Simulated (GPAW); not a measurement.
# CaGaSiH (P3m1): one start, several treatments of the self-energy

Wanted: the gap of CaGaSiH (P3m1) under several approximations, with cost.

Calculated with GPAW 26.7.0; LDA and many-body steps on it, plane waves.

This is a report of a sequence of runs, with most program output left out.

## 1. The structure

Symmetry: P3m1, No. 156, trigonal system. Conventional cell: a = 4.091 Å, b = 4.091 Å, c = 4.763 Å, α = 90.00°, β = 90.00°, γ = 120.00°. Nearest to Ca lie 3 H at 2.39 Å and 3 Si at 3.14 Å and 3 Ga at 3.17 Å. Ga has 1 H at 1.75 Å and 3 Si at 2.43 Å nearest. Si has 3 Ga at 2.43 Å and 3 Ca at 3.14 Å nearest. H has 1 Ga at 1.75 Å and 3 Ca at 2.39 Å nearest. Farther neighbours are not listed.

As a file:

```xyz
4
Lattice="4.0911 0.0000 0.0000 -2.0455 3.5430 0.0000 0.0000 0.0000 4.7628" Properties=species:S:1:pos:R:3 pbc="T T T"
Ca    0.0000    2.3620    0.0000
Ga    0.0000    0.0000    2.6519
Si    2.0455    1.1810    2.0656
H     0.0000    0.0000    4.4056
```

The cell and positions come from the Crystallography Open Database and are kept as given unless a step says otherwise.

## 2. Empty states on the mesh, 3×3×2 mesh, 242 bands

This step: GPAW 26.7.0; DFT, LDA, plane waves, PAW.

The sums over transitions need many empty states on a uniform mesh; this step solves for them.

File run.py:

```python
import json
import numpy as np
from gpaw.mpi import world
from gpaw import GPAW

calc = GPAW('gs.gpw').fixed_density(kpts={'size': (3, 3, 2), 'gamma': True},
    parallel={'domain': 1, 'band': 1},
    txt='nscf.txt')
calc.diagonalize_full_hamiltonian(nbands=242)
calc.write('full.gpw', mode='all')
res = {}
kpts = calc.get_ibz_k_points()
res['kpts'] = kpts
res['eigenvalues'] = [calc.get_eigenvalues(kpt=k) for k in range(len(kpts))]
res['n_electrons'] = calc.get_number_of_electrons()

if world.rank == 0:
    with open('result.json', 'w') as f:
        json.dump(res, f, default=lambda x: x.tolist())
```

Run with:

```console
$ mpirun -n 4 gpaw python run.py
```

Wall time 31 s (4 MPI ranks of Arm Neoverse V1, shared host); peak memory 2 GiB; 2.1 min of CPU time.

This step gave:

- gap: 0.3314 eV
- k of the valence top: 0, 0, 0.5
- k of the conduction bottom: 0.3333, 0.3333, 0
- least direct gap: 1.278 eV
- k points computed: 6
- lowest point of the top converged band, above the valence top: 117.5530 eV

On this mesh the gap is 0.331 eV.

## 3. G0W0, Godby-Needs plasmon pole

G0W0 replaces the xc potential by the self-energy, built once from these orbitals. Only a window of levels is corrected, while the sums run over the empty bands that the input names.

This step: G0W0 on LDA, plane waves, PAW.

File run.py:

```python
import json
import numpy as np
from gpaw.mpi import world
from gpaw.response.g0w0 import G0W0

gw = G0W0('full.gpw',
    filename='gw',
    kpts=[0, 1, 4],
    bands=(7, 11),
    ecut=78,
    nbands=107,
    integrate_gamma='WS',
    ppa=True)
gw.calculate()
res = {mode: {k: v for k, v in r.items() if k != 'sigma_eskwn'}
       for mode, r in gw.all_results.items()}

if world.rank == 0:
    with open('result.json', 'w') as f:
        json.dump(res, f, default=lambda x: x.tolist())
```

Run with:

```console
$ mpirun -n 4 gpaw python run.py
```

The job ended after 15 s (4 MPI ranks; peak memory 1.3 GiB; 60 s of CPU time).

This step gave:

| Quantity | Value |
| --- | --- |
| G0W0 gap on the points computed | 1.080 eV |
| least direct G0W0 gap on the computed points | 1.919 eV |
| Z at the valence top | 0.7726 |
| Z at the conduction bottom | 0.7841 |
| starting gap on the mesh | 0.3314 eV |
| k of the valence top | 0, 0, 0.5 |
| k of the conduction bottom | 0.3333, 0.3333, 0 |

The gap on the mesh goes from 0.33 eV to 1.08 eV, a correction of +0.75 eV.

## 4. One-shot HSE06

This step: one-shot HSE06 levels on LDA orbitals, plane waves, PAW.

File run.py:

```python
import json
import numpy as np
from gpaw.mpi import world
from gpaw.hybrids.eigenvalues import non_self_consistent_eigenvalues

dft, vxc, vxc_hyb = non_self_consistent_eigenvalues('full.gpw', 'HSE06', 7, 11, kpt_indices=[0, 1, 4])
res = {'dft': dft[0], 'hybrid': (dft - vxc + vxc_hyb)[0]}
if world.rank == 0:
    with open('hybrid.txt', 'w') as f:
        for k, e0, e1 in zip([0, 1, 4], res['dft'], res['hybrid']):
            print(k, ' '.join(f'{x:9.4f}' for x in e0), '|', ' '.join(f'{x:9.4f}' for x in e1), file=f)

if world.rank == 0:
    with open('result.json', 'w') as f:
        json.dump(res, f, default=lambda x: x.tolist())
```

Run with:

```console
$ mpirun -n 4 gpaw python run.py
```

It took 3.2 s on 4 MPI ranks; peak memory 0.46 GiB; 12 s of CPU time.

Numbers from this step:

- starting gap on the mesh: 0.3314 eV
- hybrid gap on the mesh: 1.104 eV
- least direct hybrid gap on the computed points: 1.994 eV

## 5. G0W0, extrapolated in the cutoff

This step: G0W0 on LDA, plane waves, PAW.

File run.py:

```python
import json
import numpy as np
from gpaw.mpi import world
from gpaw.response.g0w0 import G0W0

gw = G0W0('full.gpw',
    filename='gw',
    kpts=[0, 1, 4],
    bands=(7, 11),
    ecut=130.0,
    integrate_gamma='WS',
    ppa=True,
    ecut_extrapolation=True)
gw.calculate()
res = {mode: {k: v for k, v in r.items() if k != 'sigma_eskwn'}
       for mode, r in gw.all_results.items()}

if world.rank == 0:
    with open('result.json', 'w') as f:
        json.dump(res, f, default=lambda x: x.tolist())
```

Run with:

```console
$ mpirun -n 4 gpaw python run.py
```

Elapsed: 84 s, on 4 MPI ranks; peak memory 1.5 GiB; 5.6 min of CPU time.

This step gave:

```
quasiparticle gap on the points computed              : 1.199 eV
least direct quasiparticle gap on the computed points : 1.946 eV
Z at the valence top                                  : 0.7690
Z at the conduction bottom                            : 0.7817
starting gap on the mesh                              : 0.3314 eV
k of the valence top                                  : 0, 0, 0.5
k of the conduction bottom                            : 0.3333, 0.3333, 0
gaps at the cutoffs of the extrapolation              : 1.133, 1.139, 1.147 eV
```

Against G0W0 in GPAW (3×3×2 mesh, 107 bands, screening to 78 eV, Godby-Needs plasmon pole), the gap moves by +0.120 eV.

## 6. One-shot Hartree-Fock

This step: one-shot Hartree-Fock levels on LDA orbitals, plane waves, PAW.

File run.py:

```python
import json
import numpy as np
from gpaw.mpi import world
from gpaw.hybrids.eigenvalues import non_self_consistent_eigenvalues

dft, vxc, vxc_hyb = non_self_consistent_eigenvalues('full.gpw', 'EXX', 7, 11, kpt_indices=[0, 1, 4])
res = {'dft': dft[0], 'hybrid': (dft - vxc + vxc_hyb)[0]}
if world.rank == 0:
    with open('hybrid.txt', 'w') as f:
        for k, e0, e1 in zip([0, 1, 4], res['dft'], res['hybrid']):
            print(k, ' '.join(f'{x:9.4f}' for x in e0), '|', ' '.join(f'{x:9.4f}' for x in e1), file=f)

if world.rank == 0:
    with open('result.json', 'w') as f:
        json.dump(res, f, default=lambda x: x.tolist())
```

Run with:

```console
$ mpirun -n 4 gpaw python run.py
```

It took 3.3 s on 4 MPI ranks; peak memory 0.45 GiB; 13 s of CPU time.

Numbers from this step:

| Item | Value |
| --- | --- |
| starting gap on the mesh | 0.3314 eV |
| hybrid gap on the mesh | 5.499 eV |
| least direct hybrid gap on the computed points | 6.386 eV |

## 7. G0W0, full frequency, Hilbert transform

This step: G0W0 on LDA, plane waves, PAW.

File run.py:

```python
import json
import numpy as np
from gpaw.mpi import world
from gpaw.response.g0w0 import G0W0

gw = G0W0('full.gpw',
    filename='gw',
    kpts=[0, 1, 4],
    bands=(7, 11),
    ecut=78,
    nbands=107,
    integrate_gamma='WS',
    frequencies={'type': 'nonlinear', 'domega0': 0.1, 'omega2': 15.0},
    eta=0.1,
    nblocksmax=True)
gw.calculate()
res = {mode: {k: v for k, v in r.items() if k != 'sigma_eskwn'}
       for mode, r in gw.all_results.items()}

if world.rank == 0:
    with open('result.json', 'w') as f:
        json.dump(res, f, default=lambda x: x.tolist())
```

Run with:

```console
$ mpirun -n 4 gpaw python run.py
```

Run time: 30 s. Hardware: 4 MPI ranks; peak memory 1.5 GiB; 2 min of CPU time.

This step gave:

- G0W0 gap on the points computed: 1.080 eV
- least direct G0W0 gap on the computed points: 1.901 eV
- starting gap on the mesh: 0.3314 eV
- k of the valence top: 0, 0, 0.5
- k of the conduction bottom: 0.3333, 0.3333, 0

Against G0W0 in GPAW (3×3×2 mesh, 107 bands, screening to 78 eV, Godby-Needs plasmon pole), the gap moves by −0.0003 eV.

## 8. The runs together

Times are wall times on 4 MPI ranks of Arm Neoverse V1, shared host, good to a factor of about two.

```
                                    run   mesh  bands  screening cutoff (eV)  DFT gap (eV)  gap on the mesh (eV)  direct (eV)   time
         G0W0, Godby-Needs plasmon pole  3×3×2    107                     78         0.331                 1.080        1.919   15 s
                         one-shot HSE06  3×3×2      -                      -         0.331                 1.104        1.994  3.2 s
       G0W0, extrapolated in the cutoff  3×3×2      -                    130         0.331                 1.199        1.946   84 s
                  one-shot Hartree-Fock  3×3×2      -                      -         0.331                 5.499        6.386  3.3 s
G0W0, full frequency, Hilbert transform  3×3×2    107                     78         0.331                 1.080        1.901   30 s
```

## 9. Outcome

```json
{
  "G0W0, Godby-Needs plasmon pole": "1.080 eV",
  "one-shot HSE06": "1.104 eV",
  "G0W0, extrapolated in the cutoff": "1.199 eV",
  "one-shot Hartree-Fock": "5.499 eV",
  "G0W0, full frequency, Hilbert transform": "1.080 eV",
  "known limits": "not at the basis limit; no spin-orbit coupling; coarse k mesh"
}
```

One-shot HSE06: +0.024 eV against G0W0, Godby-Needs plasmon pole. G0W0, extrapolated in the cutoff: +0.120 eV against G0W0, Godby-Needs plasmon pole, at other bands or cutoff, so not like for like. One-shot Hartree-Fock: +4.419 eV against G0W0, Godby-Needs plasmon pole. G0W0, full frequency, Hilbert transform: no change against G0W0, Godby-Needs plasmon pole. Bare exchange alone opens the gap to 5.50 eV; against G0W0, correlation takes back 4.42 eV. One-shot hybrid levels are evaluated on the LDA orbitals. Bands and cutoff are finite, so the gap is not at the basis limit. The miss can reach some tenths of an eV and take either sign; the mesh is an error of its own. These stock PAW sets were not made for GW; the filled d or f shell of Ga lies in the frozen core, which bears on start and correction. In the G0W0 runs levels were corrected at 3 k points alone, so a gap called «on the mesh» is the least over those, and an edge elsewhere would be missed. The program warns of a poor linear fit in the extrapolation of some level, so the extrapolated values are rough. A denser mesh or path gives a starting gap of 0.13 eV: the GW mesh misses a band edge, so its gaps are not the fundamental one. The 3×3×2 mesh is coarse for this cell, which bears on the long-range parts of exchange and screening. The many-body steps are scalar-relativistic: spin-orbit coupling is not in them.

[Paths, hosts, dates, memory and timing lines, banners, echoed tables and standing remarks are left out of the program output.]

[Logs are printed without paths, hosts, clocks, repeated set-up lines and the standing remarks that a program may print on its own settings, such as how far it seeks lower states.]

[Runs of the session that timed out or met a known fault of the program may be left out.]

[Hosts, paths, dates, database ids (printed as entryN), source tags and the programs' standing remarks are cut or masked in the printed files.]
